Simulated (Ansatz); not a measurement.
# Ca on Cu(100): change of the work function

How does one ordered layer of Ca (hollow site) change the work function of Cu(100), and what dipole does each adsorbate carry?

Calculated with Ansatz 0.2.0; plane-wave DFT, PBE, Ansatz PAW.

### 1. The starting structure

The cell holds 4 atoms: 4 Cu. Cell: a = 2.553 Å, b = 2.553 Å, c = 23.415 Å, α = 90.0°, β = 90.0°, γ = 90.0°. Vacuum lies along c.

### 2. The clean slab

The bare slab comes first, as the zero from which every change is counted. The two lowest layers are held at bulk places and the upper ones relax. The dipole correction removes the false field that a one-sided slab makes across the periodic vacuum, so each face gets a flat vacuum level of its own.

input.yaml reads:

```yaml
crystal:
  lattice:
    - [2.5526554801, 0.0, 0.0]
    - [0.0, 2.5526554801, 0.0]
    - [0.0, 0.0, 23.415]
  atoms:
    - { symbol: Cu, position: [0.5, 0.5, 0.3843689942] }
    - { symbol: Cu, position: [0.0, 0.0, 0.4614563314] }
    - { symbol: Cu, position: [0.5, 0.5, 0.5385436686] }
    - { symbol: Cu, position: [0.0, 0.0, 0.6156310058] }
kpoints:
  mp_grid: { grid: [12, 12, 1] }
hamiltonian:
  xc: pbe
scf:
  occupations: { method: fermi_dirac, width: 0.1 }
  convergence: { dr2_threshold: 1.0e-08 }
efield:
  axis: 3
  dipole_correction: true
  ramp_position: 0.97
  ramp_width: 0.06
relax:
  f_tol: 0.02
  max_steps: 60
  constraints: [{ sites: [0, 1] }]
output:
  write_potential: true
  write_density: true
  volumetric_format: npy
```

Run with:

```
ansatz run input.yaml --threads 4 --pin off --max-ram 6144MiB --backend cpu --events-out ev --progress --plain --runs-dir out
```

Numbers of over 12 decimals in the logs are rounded to 6 here.

What it wrote:

```text
Engine: ansatz 0.2.0, x86_64-unknown-linux-gnu
Pseudopotentials: kind: paw
Pseudopotential: Cu, paw, valence charge 19, recommended cutoff 420 eV (normal), Cu.paw.azcp
Functional definition: PBE
  parameter kappa = 0.804
  parameter beta = 0.066725
  exchange = pbe_x(kappa = kappa, mu = beta*pi^2/3)
  correlation = pbe_c(beta = beta)
Crystal: 4 atoms, lattice volume = 152.573 Å³
Basis set: ecut = 420 eV, 3011 PW (Γ), exchange–correlation on 36×36×320 points (8 copies of the dense FFT grid, shifted against one another)
Bands: 46, of which v1, the nominal top of the filled ones, is band 38 counted from 1 (37 counted from 0)
Symmetry: 8 space group operations
k-points: 28 of 144
Non-local potential: Cu, projectors of the file, l = 0: 3, l = 1: 2, l = 2: 3, l = 3: 1
PAW form: soft (Blöchl's): semilocal exchange-correlation on the pseudo side does not see the compensation charge
PAW one-centre angular grid: Cu, 590 points (default); XC on 64 Gauss nodes
Initial density: superposition of atomic densities (neutral atoms: chi_scale 0, normalization atom), corrected by the library's trained network
Initial wavefunctions: pseudopotential atomic-orbital guess
Functional: x = pbe(κ = 0.804, μ = 0.219515), c = pbe(β = 0.066725)
SCF iter   1: F=—  HF=-26499.487320 eV  |F-HF|=—  |Δ(HF+E_count)|=         —  Δρ=1.44e-3  dr2=1.11e-2  ethr=1.77e-3  p=0.000 e·Å  D=5.79e-14 V/Å  ΔV_dip=-0.00 eV  dr2_dipole=9.35e-9  V_vac-E_F(+/−)=4.49/4.49 eV  ⟨swp⟩=8.7  Hψ=5648  notcnv=0  defer=4
efield: sawtooth ramp at fractional position 0.9700 (set: `efield.ramp_position`, or a place that a band, a saddle search or an elastic batch's reference lends), width 0.0600; the density the first Hamiltonian is built on has a dipole p = 0.000 e·Å; the dipole correction subtracts the counter field D = 5.79e-14 V/Å, which shifts the + side's vacuum level by -0.00 eV against the − side's; the planar-averaged density in the ramp window peaks in size at 3.2e-5 e/Å³
preconditioner: auto → LDOS  [metal: Δε(μ)=0.060 eV  Ē_g=8.062 eV  σ=0.100 eV  W_gap=0.15  n_scr=18 (ndim 8)  ℏωp=19.9 eV  f_vac=0.639  D(μ)=1.29/eV (n_scr^D=8)  β→1.0]
SCF iter   2: F=—  HF=-26499.492243 eV  |F-HF|=—  |Δ(HF+E_count)|=   4.92e-3  Δρ=1.83e-3  dr2=4.23e-3  ethr=1.46e-5  p=-0.000 e·Å  D=-6.14e-6 V/Å  ΔV_dip=0.00 eV  dr2_dipole=9.00e-8  V_vac-E_F(+/−)=4.58/4.58 eV  ⟨swp⟩=2.9  Hψ=2867  notcnv=0  defer=39
SCF iter   3: F=—  HF=-26499.491945 eV  |F-HF|=—  |Δ(HF+E_count)|=   2.98e-4  Δρ=1.46e-3  dr2=1.64e-3  ethr=5.57e-6  p=-0.000 e·Å  D=-3.99e-5 V/Å  ΔV_dip=0.00 eV  dr2_dipole=2.09e-7  V_vac-E_F(+/−)=4.57/4.57 eV  ⟨swp⟩=2.5  Hψ=2210  notcnv=0  defer=39
SCF iter   4: F=—  HF=-26499.491523 eV  |F-HF|=—  |Δ(HF+E_count)|=   4.22e-4  Δρ=1.91e-4  dr2=1.24e-4  ethr=2.16e-6  p=0.000 e·Å  D=2.29e-5 V/Å  ΔV_dip=-0.00 eV  dr2_dipole=3.74e-9  V_vac-E_F(+/−)=4.57/4.57 eV  ⟨swp⟩=2.0  Hψ=1832  notcnv=0  defer=39
SCF iter   5: F=—  HF=-26499.491528 eV  |F-HF|=—  |Δ(HF+E_count)|=   4.89e-6  Δρ=1.10e-4  dr2=2.44e-5  ethr=1.63e-7  p=-0.000 e·Å  D=-1.13e-5 V/Å  ΔV_dip=0.00 eV  dr2_dipole=1.49e-9  V_vac-E_F(+/−)=4.58/4.58 eV  ⟨swp⟩=2.1  Hψ=1761  notcnv=0  defer=39
SCF iter   6: F=—  HF=-26499.491522 eV  |F-HF|=—  |Δ(HF+E_count)|=   6.16e-6  Δρ=1.05e-4  dr2=1.04e-5  ethr=3.21e-8  p=0.000 e·Å  D=2.18e-5 V/Å  ΔV_dip=-0.00 eV  dr2_dipole=1.22e-8  V_vac-E_F(+/−)=4.58/4.58 eV  ⟨swp⟩=2.0  Hψ=1843  notcnv=0  defer=39
SCF iter   7: F=—  HF=-26499.491512 eV  |F-HF|=—  |Δ(HF+E_count)|=   1.00e-5  Δρ=2.78e-5  dr2=8.10e-7  ethr=1.37e-8  p=0.000 e·Å  D=4.92e-6 V/Å  ΔV_dip=-0.00 eV  dr2_dipole=2.22e-11  V_vac-E_F(+/−)=4.58/4.58 eV  ⟨swp⟩=2.1  Hψ=1730  notcnv=0  defer=39
SCF iter   8: F=—  HF=-26499.491526 eV  |F-HF|=—  |Δ(HF+E_count)|=   1.46e-5  Δρ=2.01e-5  dr2=4.10e-7  ethr=1.07e-9  p=0.000 e·Å  D=3.53e-6 V/Å  ΔV_dip=-0.00 eV  dr2_dipole=2.40e-9  V_vac-E_F(+/−)=4.58/4.58 eV  ⟨swp⟩=2.0  Hψ=1851  notcnv=0  defer=39
SCF iter   9: F=—  HF=-26499.491526 eV  |F-HF|=—  |Δ(HF+E_count)|=   1.27e-7  Δρ=8.58e-6  dr2=8.09e-8  ethr=5.39e-10  p=0.000 e·Å  D=5.29e-7 V/Å  ΔV_dip=-0.00 eV  dr2_dipole=3.77e-10  V_vac-E_F(+/−)=4.58/4.58 eV  ⟨swp⟩=2.0  Hψ=1812  notcnv=0  defer=39
SCF iter  10: F=-26499.491526 eV  HF=-26499.491526 eV  |F-HF|=5.54e-8  |Δ(HF+E_count)|=   3.79e-8  Δρ=1.15e-6  dr2=1.63e-9  ethr=1.32e-11  p=0.000 e·Å  D=2.43e-7 V/Å  ΔV_dip=-0.00 eV  dr2_dipole=8.16e-12  V_vac-E_F(+/−)=4.58/4.58 eV  ⟨swp⟩=8.1  Hψ=9207  notcnv=0
SCF 1 converged in 10 iterations: F = -26499.491526 eV  dr2 = 1.63e-9
  greatest PAW one-centre occupation: 1.000 electrons in one spin orbital (limit 2), on the Cu atom at site 3 (counted from 0), in its partial waves of l = 0
relax step   1: F+E_penalty+E_count = -26499.49152650 eV  Δ(F+E_penalty+E_count) = +0.000e0 eV  max|allowed force component| = 2.181e-1 eV/Å  Δτ_max = 0.0000 Å  (10 SCF iters, accepted)
Initial density: handed on by an earlier stage of this run
Initial wavefunctions: those handed on with the density
iter 1 solved again at ethr=4.94e-7 eV; its pass at ethr=3.10e-3 eV (dr2=3.76e-4 eV) is discarded
SCF iter   1: F=—  HF=-26499.493645 eV  |F-HF|=—  |Δ(HF+E_count)|=         —  Δρ=7.18e-4  dr2=3.81e-4  ethr=4.94e-7  p=0.000 e·Å  D=6.51e-7 V/Å  ΔV_dip=-0.00 eV  dr2_dipole=5.33e-7  V_vac-E_F(+/−)=4.58/4.58 eV  ⟨swp⟩=2.8  Hψ=4247  notcnv=0  defer=52
efield: sawtooth ramp at fractional position 0.9700 (set: `efield.ramp_position`, or a place that a band, a saddle search or an elastic batch's reference lends), width 0.0600; the density the first Hamiltonian is built on has a dipole p = 0.000 e·Å; the dipole correction subtracts the counter field D = 6.51e-7 V/Å, which shifts the + side's vacuum level by -0.00 eV against the − side's; the planar-averaged density in the ramp window peaks in size at 2.3e-5 e/Å³
preconditioner: auto → LDOS  [metal: Δε(μ)=0.090 eV  Ē_g=8.129 eV  σ=0.100 eV  W_gap=0.22  n_scr=18 (ndim 8)  ℏωp=19.9 eV  f_vac=0.638  D(μ)=1.28/eV (n_scr^D=8)  β→1.0]
SCF iter   2: F=—  HF=-26499.493463 eV  |F-HF|=—  |Δ(HF+E_count)|=   1.81e-4  Δρ=1.93e-4  dr2=8.92e-5  ethr=4.94e-7  p=0.000 e·Å  D=2.69e-4 V/Å  ΔV_dip=-0.01 eV  dr2_dipole=1.27e-5  V_vac-E_F(+/−)=4.58/4.58 eV  ⟨swp⟩=2.1  Hψ=2198  notcnv=0  defer=52
SCF iter   3: F=—  HF=-26499.493459 eV  |F-HF|=—  |Δ(HF+E_count)|=   4.11e-6  Δρ=1.84e-4  dr2=3.53e-5  ethr=1.17e-7  p=0.000 e·Å  D=1.03e-4 V/Å  ΔV_dip=-0.00 eV  dr2_dipole=5.88e-7  V_vac-E_F(+/−)=4.58/4.58 eV  ⟨swp⟩=2.0  Hψ=1859  notcnv=0  defer=52
SCF iter   4: F=—  HF=-26499.493454 eV  |F-HF|=—  |Δ(HF+E_count)|=   5.56e-6  Δρ=9.12e-5  dr2=8.65e-6  ethr=4.64e-8  p=0.000 e·Å  D=1.63e-4 V/Å  ΔV_dip=-0.00 eV  dr2_dipole=1.04e-7  V_vac-E_F(+/−)=4.58/4.58 eV  ⟨swp⟩=2.0  Hψ=1849  notcnv=0  defer=52
SCF iter   5: F=—  HF=-26499.493458 eV  |F-HF|=—  |Δ(HF+E_count)|=   4.49e-6  Δρ=2.20e-5  dr2=5.03e-7  ethr=1.14e-8  p=0.000 e·Å  D=1.56e-4 V/Å  ΔV_dip=-0.00 eV  dr2_dipole=1.16e-8  V_vac-E_F(+/−)=4.58/4.58 eV  ⟨swp⟩=2.0  Hψ=1786  notcnv=0  defer=52
SCF iter   6: F=—  HF=-26499.493458 eV  |F-HF|=—  |Δ(HF+E_count)|=   2.31e-7  Δρ=1.23e-5  dr2=1.50e-7  ethr=6.62e-10  p=0.000 e·Å  D=1.63e-4 V/Å  ΔV_dip=-0.00 eV  dr2_dipole=2.73e-9  V_vac-E_F(+/−)=4.58/4.58 eV  ⟨swp⟩=2.0  Hψ=1850  notcnv=0  defer=52
SCF iter   7: F=-26499.493458 eV  HF=-26499.493458 eV  |F-HF|=7.93e-9  |Δ(HF+E_count)|=   8.21e-8  Δρ=2.24e-6  dr2=5.35e-9  ethr=1.32e-11  p=0.000 e·Å  D=1.65e-4 V/Å  ΔV_dip=-0.00 eV  dr2_dipole=6.31e-12  V_vac-E_F(+/−)=4.58/4.58 eV  ⟨swp⟩=8.2  Hψ=9392  notcnv=0
SCF 2 converged in 7 iterations: F = -26499.493458 eV  dr2 = 5.35e-9
  greatest PAW one-centre occupation: 1.000 electrons in one spin orbital (limit 2), on the Cu atom at site 0 (counted from 0), in its partial waves of l = 0
relax step   2: F+E_penalty+E_count = -26499.49345845 eV  Δ(F+E_penalty+E_count) = -1.932e-3 eV  max|allowed force component| = 1.395e-1 eV/Å  Δτ_max = 0.0117 Å  (7 SCF iters, accepted)
SCF iter   1: F=—  HF=-26499.495289 eV  |F-HF|=—  |Δ(HF+E_count)|=         —  Δρ=1.19e-3  dr2=9.92e-4  ethr=1.36e-5  p=0.000 e·Å  D=1.65e-4 V/Å  ΔV_dip=-0.00 eV  dr2_dipole=3.15e-9  V_vac-E_F(+/−)=4.58/4.58 eV  ⟨swp⟩=3.2  Hψ=3121  notcnv=0  defer=52
efield: sawtooth ramp at fractional position 0.9700 (set: `efield.ramp_position`, or a place that a band, a saddle search or an elastic batch's reference lends), width 0.0600; the density the first Hamiltonian is built on has a dipole p = 0.000 e·Å; the dipole correction subtracts the counter field D = 1.65e-4 V/Å, which shifts the + side's vacuum level by -0.00 eV against the − side's; the planar-averaged density in the ramp window peaks in size at 2.2e-5 e/Å³
preconditioner: auto → LDOS  [metal: Δε(μ)=0.088 eV  Ē_g=8.129 eV  σ=0.100 eV  W_gap=0.21  n_scr=18 (ndim 8)  ℏωp=19.9 eV  f_vac=0.638  D(μ)=1.29/eV (n_scr^D=8)  β→1.0]
SCF iter   2: F=—  HF=-26499.494821 eV  |F-HF|=—  |Δ(HF+E_count)|=   4.68e-4  Δρ=3.85e-4  dr2=2.55e-4  ethr=1.31e-6  p=0.000 e·Å  D=5.86e-4 V/Å  ΔV_dip=-0.01 eV  dr2_dipole=3.47e-5  V_vac-E_F(+/−)=4.57/4.58 eV  ⟨swp⟩=2.0  Hψ=2546  notcnv=0  defer=52
SCF iter   3: F=—  HF=-26499.494792 eV  |F-HF|=—  |Δ(HF+E_count)|=   2.89e-5  Δρ=4.05e-4  dr2=1.71e-4  ethr=3.36e-7  p=0.000 e·Å  D=4.58e-4 V/Å  ΔV_dip=-0.01 eV  dr2_dipole=3.20e-6  V_vac-E_F(+/−)=4.57/4.58 eV  ⟨swp⟩=2.2  Hψ=2080  notcnv=0  defer=52
SCF iter   4: F=—  HF=-26499.494770 eV  |F-HF|=—  |Δ(HF+E_count)|=   2.21e-5  Δρ=6.85e-5  dr2=6.36e-6  ethr=2.25e-7  p=0.000 e·Å  D=4.56e-4 V/Å  ΔV_dip=-0.01 eV  dr2_dipole=2.49e-7  V_vac-E_F(+/−)=4.57/4.58 eV  ⟨swp⟩=2.0  Hψ=1803  notcnv=0  defer=52
SCF iter   5: F=—  HF=-26499.494796 eV  |F-HF|=—  |Δ(HF+E_count)|=   2.60e-5  Δρ=2.59e-5  dr2=9.68e-7  ethr=8.37e-9  p=0.000 e·Å  D=4.76e-4 V/Å  ΔV_dip=-0.01 eV  dr2_dipole=9.10e-8  V_vac-E_F(+/−)=4.57/4.58 eV  ⟨swp⟩=2.9  Hψ=1992  notcnv=0  defer=52
SCF iter   6: F=—  HF=-26499.494796 eV  |F-HF|=—  |Δ(HF+E_count)|=   1.95e-7  Δρ=7.49e-6  dr2=6.43e-8  ethr=1.27e-9  p=0.000 e·Å  D=4.75e-4 V/Å  ΔV_dip=-0.01 eV  dr2_dipole=4.68e-9  V_vac-E_F(+/−)=4.57/4.58 eV  ⟨swp⟩=2.0  Hψ=1717  notcnv=0  defer=52
SCF iter   7: F=—  HF=-26499.494796 eV  |F-HF|=—  |Δ(HF+E_count)|=   2.24e-7  Δρ=3.81e-6  dr2=1.47e-8  ethr=1.32e-11  p=0.000 e·Å  D=4.89e-4 V/Å  ΔV_dip=-0.01 eV  dr2_dipole=1.13e-10  V_vac-E_F(+/−)=4.57/4.58 eV  ⟨swp⟩=9.8  Hψ=8995  notcnv=0
SCF iter   8: F=—  HF=-26499.494796 eV  |F-HF|=—  |Δ(HF+E_count)|=   7.59e-8  Δρ=3.61e-6  dr2=1.52e-8  ethr=1.32e-11  p=0.000 e·Å  D=4.94e-4 V/Å  ΔV_dip=-0.01 eV  dr2_dipole=3.72e-10  V_vac-E_F(+/−)=4.57/4.58 eV  ⟨swp⟩=9.1  Hψ=8386  notcnv=0
SCF iter   9: F=-26499.494796 eV  HF=-26499.494796 eV  |F-HF|=1.20e-9  |Δ(HF+E_count)|=   1.28e-8  Δρ=1.23e-6  dr2=2.58e-9  ethr=1.32e-11  p=0.000 e·Å  D=4.96e-4 V/Å  ΔV_dip=-0.01 eV  dr2_dipole=1.01e-10  V_vac-E_F(+/−)=4.57/4.58 eV  ⟨swp⟩=6.8  Hψ=8432  notcnv=0
SCF 3 converged in 9 iterations: F = -26499.494796 eV  dr2 = 2.58e-9
relax step   3: F+E_penalty+E_count = -26499.49479638 eV  Δ(F+E_penalty+E_count) = -1.338e-3 eV  max|allowed force component| = 2.096e-3 eV/Å  Δτ_max = 0.0196 Å  (9 SCF iters, accepted)
NSCF: frozen V_eff on 28 k-points
the band table was solved once a step of the walk had ended and its energy, with any forces and stress, was formed, with the checks that follow a solve (6803 applications of the Hamiltonian). They found nothing against the state; the energy, forces and stress were not computed again (output.eigenvalues in the input reference)
WARN: The output density's exchange-correlation potential varies sharply where the density is thin. Do not read a vacuum level from v_tot or v_xc, or from such a field of the output density. On a cell that repeats whose density bears no net charge and no dipole along the vacuum's axis use v_es (v_loc + v_h of the components); under efield.dipole_correction with no amplitude use v_es + v_field, which holds any externa [...]
SCF converged after 9 iterations
Free energy (F): -26499.494796 eV
Harris-Foulkes:  -26499.494796 eV  (|F-HF|=1.20e-9)
Internal energy: -26499.450325 eV  (E = F + TS)
E sigma→0 (E₀):  -26499.472561 eV
Entropy (-TS):   -0.044472 eV (-11.118 meV/atom)
Fermi energy:    2.077824 eV
Dipole field:    D = 0.000480 V/Å  (p = 0.000405 e·Å, saw-weighted, corrected)
Work function:   Φ+ = 4.5707 eV   Φ− = 4.5819 eV
Levels:          The Fermi level and band energies are counted from a zero that moves with the ramp; work functions are not
--- Per-component energies (eV) ---
  E_band       = -2536.166482
  E_kinetic    = 1198.309529
  E_local      = -168854.319009  (includes V_loc(G=0)·N_el)
  E_nonlocal   = 1567.140430
  E_hartree    = 82915.851882
  E_xc         = -355.051920
  E_vxc        = -457.887175  (∫ρ·V_xc dr)
  E_paw        = -6658.907342  (= ΣΔE_a)
  E_vpaw       = -1821.114879  (= ΣTr[D̂ρ^β])
  E_aug_tail   = 0.001125  (compensation charges beyond the density's cutoff)
  E_efield     = 0.000000  (sawtooth field / dipole correction)
  E_vefield    = -0.000313  (∫n·V_field dr)
  E_ewald      = 63687.524979
  E_smearing   = -0.044472  (= −TS)
  E_closure    = -0.000000  (closes the sum)
  Σ components = -26499.494796   (vs F -26499.494796, Δ=0.00e0)
--- Forces (eV/Å), atoms counted from 1 ---
  atom   1  Cu     0.00000000     0.00000000     0.10441412
  atom   2  Cu    -0.00000000     0.00000000    -0.10661308
  atom   3  Cu     0.00000000     0.00000000     0.00010998
  atom   4  Cu    -0.00000000     0.00000000     0.00209610
  max |Σ_I F_I| component: 7.12e-6 eV/Å
--- Band table (eV; the first three rows and the last of 28) ---
  k-point 0: bands = [... 34 lower, 0.3997, 0.6183, 0.6474, 0.6474, 0.6479, 1.6164, 3.1949, 6.4525, ... 4 higher]
  k-point 1: bands = [... 34 lower, 0.4671, 0.5052, 0.5494, 0.6055, 0.6780, 1.9009, 3.5303, 6.6065, ... 4 higher]
  k-point 2: bands = [... 34 lower, 0.4625, 0.4862, 0.5546, 0.6159, 0.6727, 2.5350, 4.3478, 7.0666, ... 4 higher]
  k-point 27: bands = [... 34 lower, 1.0039, 1.0231, 4.5597, 4.5597, 6.7457, 6.7457, 9.5125, 9.5174, ... 4 higher]
--- Relaxed structure (3 steps of the walk, 3 accepted, 0 SCFs on fresh bases) ---
  F+E_penalty+E_count = -26499.49479638 eV   max|allowed force component| = 2.096e-3 eV/Å
  atoms:
    - { symbol: Cu, position: [0.5, 0.5, 0.384369] }
    - { symbol: Cu, position: [0.0, 0.0, 0.461456] }
    - { symbol: Cu, position: [0.5, 0.5, 0.539882] }
    - { symbol: Cu, position: [0, 0.0, 0.615758] }
```

It took 5 s on 4 threads of AMD EPYC 9R45, shared host; peak memory 0.55 GiB; 19 s of CPU time.

The steps of the relaxation:

```
step  energy less that of the first step (eV)  largest force component (eV/Å)
   1                                   0.0000                          0.2181
   2                                  -0.0019                          0.1395
   3                                  -0.0033                          0.0021
```

Forces are held to the 8 operations that the run works with; a distortion that breaks them can't arise in this run.

The atoms that moved most (Å):

```
atom     dx     dy     dz  length
 Cu3  0.000  0.000  0.031   0.031
```

Final coordinates:

```xyz
4
Lattice="2.5527 0.0000 0.0000 0.0000 2.5527 0.0000 0.0000 0.0000 23.4150" Properties=species:S:1:pos:R:3
Cu    1.2763    1.2763    9.0000
Cu    0.0000    0.0000   10.8050
Cu    1.2763    1.2763   12.6413
Cu    0.0000    0.0000   14.4180
```

Numbers from this step:

| Item | Value |
| --- | --- |
| energy at zero smearing | -26499.4726 eV |
| work function, upper face | 4.571 eV |
| dipole along the normal | 4.05e-4 e·Å |

Running mean over 1.805 Å of the planar mean; the ramp of the sawtooth is left out. Electron's electrostatic potential energy less the Fermi level against z:

z (Å), electron's electrostatic potential energy less the Fermi level (eV) and a bar from the least value:
```
        3       4.58 ##############################
        4       4.58 ##############################
        5       4.58 ##############################
        6       4.54 ##############################
        7       4.10 #############################
        8      -1.44 #################
        9      -8.30 #
       10      -8.72 
       11      -8.72 
       12      -8.55 #
       13      -8.94 
       14      -8.80 
       15      -5.53 ########
       16       3.08 ###########################
       17       4.46 ##############################
       18       4.56 ##############################
       19       4.57 ##############################
       20       4.57 ##############################
```

The relaxation took 3 steps and lowered the energy by 0.0033 eV; the largest force on the free atoms ends at 0.0021 eV/Å.

The work function of the upper face is 4.57 eV.

(Part 1 of 2 ends here.)

[Logs are printed without paths, hosts, clocks, repeated set-up lines and the standing remarks that a program may print on its own settings, such as how far it seeks lower states.]

[Hosts, paths, dates, database ids (printed as entryN), source tags and the programs' standing remarks are cut or masked in the printed files.]

[Maps of the electrostatic potential energy from Ansatz leave out the sawtooth potential of an applied field or a dipole correction, so their vacuum need not be flat; planar profiles and work functions include it.]
